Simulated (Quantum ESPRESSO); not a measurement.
# Ni(111) under a row of overlayers, part 2 of 17

Wanted: work-function changes of Ni(111) along a row of adsorbates.

Quantum ESPRESSO 7.5; plane-wave DFT, PBE, GBRV ultrasoft pseudopotentials.

So far. Step 2 (Relaxation with pw.x, clean face, with nosym = False): The message: “checkallsym (1): some of the original symmetry operations not satisfied”. The slab starts symmetric, and holding atoms on one side alone breaks that symmetry at the first step; without symmetry the check falls away, at the price of more k points. Step 3 (Relaxation with pw.x, clean face):  On the free atoms the largest force ends at 0.008 eV/Å.

### Step 4. SCF with pw.x, clean face

The effective screening medium with bc1 puts vacuum on both sides and removes the images along the normal. The slab must sit about z = 0, symmetry is kept, and the .esm1 file holds the planar potential.

File clean.esm.in:

```
&control
  prefix = 'clean.esm'
  outdir = './out'
  pseudo_dir = './pseudo'
  calculation = 'scf'
  tprnfor = .true.
/
&system
  ibrav = 0
  nat = 5
  ntyp = 1
  ecutwfc = 40
  ecutrho = 200
  occupations = 'smearing'
  smearing = 'mv'
  degauss = 0.02
  assume_isolated = 'esm'
  esm_bc = 'bc1'
  nspin = 2
  starting_magnetization(1) = 0.12
/
&electrons
  conv_thr = 1e-07
  mixing_beta = 0.4
  electron_maxstep = 120
  mixing_mode = 'local-TF'
/
ATOMIC_SPECIES
  Ni  58.6934  ni_pbe_v1.4.uspp.F.UPF
CELL_PARAMETERS angstrom
  2.48901586977665 0.00000000000000 0.00000000000000
  1.24450793488832 2.15555097364920 0.00000000000000
  0.00000000000000 0.00000000000000 24.12909179018993
ATOMIC_POSITIONS crystal
  Ni  0.666666666700 0.666666666700 -0.167771155000
  Ni  0.000000000000 0.000000000000 -0.083546147000
  Ni  0.333333333300 0.333333333300 0.000678860900
  Ni  0.666666768000 0.666666623600 0.084831150400
  Ni  0.000000050200 0.000000146600 0.167771155000
K_POINTS automatic
  12 12 1 0 0 0
```

On the command line:

```bash
> OMP_NUM_THREADS=1 mpirun -n 8 pw.x -nk 8 -in clean.esm.in > clean.esm.out
```

Log:

```text
[banner, memory and clock lines left out]
Program PWSCF v.7.5 starts
[citation notice left out]

[...]
Message from routine setup:
[...]
bravais-lattice index     =            0
     lattice parameter (alat)  =       4.7036  a.u.
     unit-cell volume          =     873.6220 (a.u.)^3
     number of atoms/cell      =            5
     number of atomic types    =            1
     number of electrons       =        90.00
     number of Kohn-Sham states=           54
     kinetic-energy cutoff     =      40.0000  Ry
     charge density cutoff     =     200.0000  Ry
     scf convergence threshold =      1.0E-07
     mixing beta               =       0.4000
     number of iterations used =            8  local-TF  mixing
     Exchange-correlation=  SLA  PW   PBX  PBC
                           (   1   4   3   4   0   0   0)

     Effective Screening Medium Method
     Boundary Conditions: Vacuum-Slab-Vacuum
     total charge in unit cell        =   0.0000
     grid points for fit at edges     =        4

[...]
PseudoPot. # 1 for Ni read from file:
     ./pseudo/ni_pbe_v1.4.uspp.F.UPF
     Pseudo is Ultrasoft + core correction, Zval = 18.0
     Generated by new atomic code, or converted to UPF format
     Using radial grid of  865 points,  6 beta functions with:
                l(1) =   0
                l(2) =   0
                l(3) =   1
                l(4) =   1
                l(5) =   2
                l(6) =   2
     Q(r) pseudized with 10 coefficients,  rinner =    0.980   0.980   0.980
                                                       0.980   0.980

     atomic species   valence    mass     pseudopotential
     Ni               18.00    58.69340     Ni( 1.00)

     Starting magnetic structure
     atomic species   magnetization
     Ni              0.120

      6 Sym. Ops. (no inversion) found

[...]
number of k points=    19  Marzari-Vanderbilt smearing, width (Ry)=  0.0200
[...]
Dense  grid:    41833 G-vectors     FFT dimensions: (  24,  24, 216)

     Smooth grid:    30003 G-vectors     FFT dimensions: (  20,  20, 192)

     Check: negative core charge=   -0.000016
     Generating pointlists ...
     new r_m :   0.4083 (alat units)  1.9205 (a.u.) for type    1

     Initial potential from superposition of free atoms

     starting charge      80.0000, renormalised to      90.0000

     negative rho (up, down):  1.249E-03 9.811E-04
     Starting wfcs are   65 randomized atomic wfcs

     per-process dynamical memory:    62.8 Mb

     Self-consistent Calculation

     iteration #  1     ecut=    40.00 Ry     beta= 0.40
     Davidson diagonalization with overlap
     c_bands:  5 eigenvalues not converged
     c_bands:  1 eigenvalues not converged
     ethr =  1.00E-02,  avg # of iterations = 27.8

     negative rho (up, down):  1.166E-01 2.206E-01

     total energy              =   -1697.22458839 Ry
     estimated scf accuracy    <     594.56762970 Ry

     total magnetization       =     3.32 Bohr mag/cell
     absolute magnetization    =     3.33 Bohr mag/cell

     iteration #  2     ecut=    40.00 Ry     beta= 0.40
[...]
negative rho (up, down):  8.154E-02 1.420E-01

[...]
total energy              =   -1713.17676229 Ry
     estimated scf accuracy    <      20.91744509 Ry

     total magnetization       =     3.49 Bohr mag/cell
     absolute magnetization    =     3.87 Bohr mag/cell

     iteration #  3     ecut=    40.00 Ry     beta= 0.40
[...]
negative rho (up, down):  5.901E-02 9.611E-02

[...]
total energy              =   -1714.99956190 Ry
     estimated scf accuracy    <       4.87304210 Ry

     total magnetization       =     2.35 Bohr mag/cell
     absolute magnetization    =     2.72 Bohr mag/cell

     iteration #  4     ecut=    40.00 Ry     beta= 0.40
[...]
negative rho (up, down):  4.147E-02 6.040E-02

[...]
total energy              =   -1715.87841509 Ry
     estimated scf accuracy    <       2.69916015 Ry

     total magnetization       =     1.57 Bohr mag/cell
     absolute magnetization    =     1.80 Bohr mag/cell

     iteration #  5     ecut=    40.00 Ry     beta= 0.40
[...]
negative rho (up, down):  2.658E-02 3.372E-02

[...]
total energy              =   -1715.96301368 Ry
     estimated scf accuracy    <       1.48067665 Ry

     total magnetization       =     1.84 Bohr mag/cell
     absolute magnetization    =     2.04 Bohr mag/cell

     iteration #  6     ecut=    40.00 Ry     beta= 0.40
[...]
negative rho (up, down):  2.308E-02 2.644E-02

[...]
total energy              =   -1716.13615911 Ry
     estimated scf accuracy    <       1.68829422 Ry

     total magnetization       =     2.42 Bohr mag/cell
     absolute magnetization    =     2.64 Bohr mag/cell

[...]
iteration # 38     ecut=    40.00 Ry     beta= 0.40
[...]
negative rho (up, down):  2.525E-04 3.415E-04

[...]
total energy              =   -1716.29319771 Ry
     estimated scf accuracy    <       0.00000098 Ry

     total magnetization       =     3.57 Bohr mag/cell
     absolute magnetization    =     4.14 Bohr mag/cell

     iteration # 39     ecut=    40.00 Ry     beta= 0.40
[...]
negative rho (up, down):  2.583E-04 3.484E-04

[...]
total energy              =   -1716.29317476 Ry
     estimated scf accuracy    <       0.00000014 Ry

     total magnetization       =     3.57 Bohr mag/cell
     absolute magnetization    =     4.14 Bohr mag/cell

     iteration # 40     ecut=    40.00 Ry     beta= 0.40
[...]
negative rho (up, down):  2.624E-04 3.523E-04

[...]
total energy              =   -1716.29315822 Ry
     estimated scf accuracy    <       0.00000031 Ry

     total magnetization       =     3.57 Bohr mag/cell
     absolute magnetization    =     4.14 Bohr mag/cell

     iteration # 41     ecut=    40.00 Ry     beta= 0.40
[...]
negative rho (up, down):  2.566E-04 3.467E-04

     Magnetic moment per site  (integrated on atomic sphere of radius R)
     atom   1 (R=0.408)  charge= 16.5688  magn=  0.7712
     atom   2 (R=0.408)  charge= 16.6382  magn=  0.7719
     atom   3 (R=0.408)  charge= 16.6439  magn=  0.7298
     atom   4 (R=0.408)  charge= 16.6469  magn=  0.7714
     atom   5 (R=0.408)  charge= 16.5777  magn=  0.7716

[...]
End of self-consistent calculation

 ------ SPIN UP ------------

          k = 0.0000 0.0000 0.0000 (  3775 PWs)   bands (ev):

  -108.9098-108.8932-108.8591-108.6355-108.6168 -69.3571 -69.2875 -69.2035
   -69.1929 -69.1929 -69.1807 -69.1807 -69.1318 -69.1318 -68.9847 -68.9847
   -68.9702 -68.9702 -68.8915 -68.8650 -13.8728 -12.9338 -11.5756 -10.3801
   -10.0037  -7.7557  -7.6884  -7.5539  -7.5539  -7.5037  -7.4921  -7.4921
    -7.4426  -7.4426  -7.2603  -7.2603  -7.2147  -7.2147  -7.1133  -6.4584
    -6.4584  -6.4134  -6.4134  -6.1708  -6.1708  -5.8878  -5.8878  -5.7715
    -5.7715  -5.5407  -4.8824  -0.6038  -0.2125   0.3787

          k = 0.0000 0.0962 0.0000 (  3747 PWs)   bands (ev):

  -108.9082-108.8916-108.8579-108.6340-108.6154 -69.3536 -69.2866 -69.2108
   -69.2005 -69.1957 -69.1883 -69.1835 -69.1421 -69.1343 -68.9953 -68.9873
   -68.9809 -68.9728 -68.8904 -68.8638 -13.6339 -12.7037 -11.3596 -10.1837
    -9.8379  -7.8851  -7.8037  -7.6249  -7.5772  -7.5116  -7.4728  -7.4517
    -7.4124  -7.3479  -7.2952  -7.2643  -7.2169  -7.1797  -7.1210  -6.5604
    -6.5467  -6.3836  -6.3834  -6.3464  -6.2285  -6.1657  -5.8862  -5.8532
    -5.7663  -4.8822  -4.1221  -0.3888   0.0146   0.5695

[...]
the Fermi energy is    -5.0408 ev

!    total energy              =   -1716.29318531 Ry
     estimated scf accuracy    <       0.00000007 Ry
     smearing contrib. (-TS)   =      -0.00018719 Ry
     internal energy E=F+TS    =   -1716.29299812 Ry

     The total energy is F=E-TS. E is the sum of the following terms:
     one-electron contribution =   32405.74898581 Ry
     hartree contribution      =  -16220.39593733 Ry
     xc contribution           =    -177.68634227 Ry
     ewald contribution        =  -17723.95970433 Ry

     total magnetization       =     3.57 Bohr mag/cell
     absolute magnetization    =     4.14 Bohr mag/cell

     convergence has been achieved in  41 iterations

     negative rho (up, down):  2.566E-04 3.467E-04

     Forces acting on atoms (cartesian axes, Ry/au):

     atom    1 type  1   force =     0.00000000    0.00000000    0.00626268
     atom    2 type  1   force =     0.00000000    0.00000000   -0.00644471
     atom    3 type  1   force =     0.00000000    0.00000000   -0.00160712
     atom    4 type  1   force =     0.00000000    0.00000000   -0.00067387
     atom    5 type  1   force =     0.00000000    0.00000000   -0.00036769

     Total force =     0.009161     Total SCF correction =     0.003891
     SCF correction compared to forces is large: reduce conv_thr to get better values

[...]
```

Wall time 1.7 min (8 MPI ranks of AMD EPYC 7R43, shared host); peak memory 0.98 GiB; 14 min of CPU time.

This step gave:

```
free energy                                                    : -23351.3584 eV
Fermi energy                                                   : -5.041 eV
site moments                                                   : 0.7712, 0.7719, 0.7298, 0.7714, 0.7716 μB
vacuum line at the lower end of the cell, over the Fermi level : 5.032 eV
vacuum line at the upper end of the cell, over the Fermi level : 5.049 eV
```

The potential energy, planar mean oscillates, so the rows of the table below give means over windows of 2.01 Å about each position, cut where the curve ends. Its maxima inside the range that stand out by 2 % of the span (Å: eV): -3.0: -0.293, -1.0: -0.364, 1.0: -0.395, 3.0: -0.560. Its minima: -4.0: -25.3, -2.0: -25.5, 0.0: -25.4, 2.0: -25.3, 4.0: -25.3.

Electrostatic potential energy of an electron; zero at the Fermi level. Potential energy, planar mean against z; means over each step:

```
 z (Å)  potential energy, planar mean (eV)
-11.05                                5.03
 -9.04                                5.03
 -7.04                                4.98
 -5.03                               -3.84
 -3.02                               -10.8
 -1.01                               -10.9
  1.00                               -10.9
  3.01                               -11.2
  5.02                               -3.83
  7.03                                5.00
  9.04                                5.05
 11.05                                5.05
```

The vacuum levels are read from the outermost 0.7 Å of the cell on either side.

The run needed 41 iterations to bring the estimated error under 1e-07 Ry; the largest force on any atom, held or free, is 0.17 eV/Å. The cell keeps a moment of 3.6 μB.

Inside the slab this potential holds the local part of the pseudopotentials, which can be repulsive at the nuclei; only its value in the vacuum has a meaning of its own.

[end of part 2 of 17]

[Logs are printed without paths, hosts, clocks, repeated set-up lines and the standing remarks that a program may print on its own settings, such as how far it seeks lower states.]

[Hosts, paths, dates, database ids (printed as entryN), source tags and the programs' standing remarks are cut or masked in the printed files.]

[Maps of the electrostatic potential energy from Ansatz leave out the sawtooth potential of an applied field or a dipole correction, so their vacuum need not be flat; planar profiles and work functions include it.]
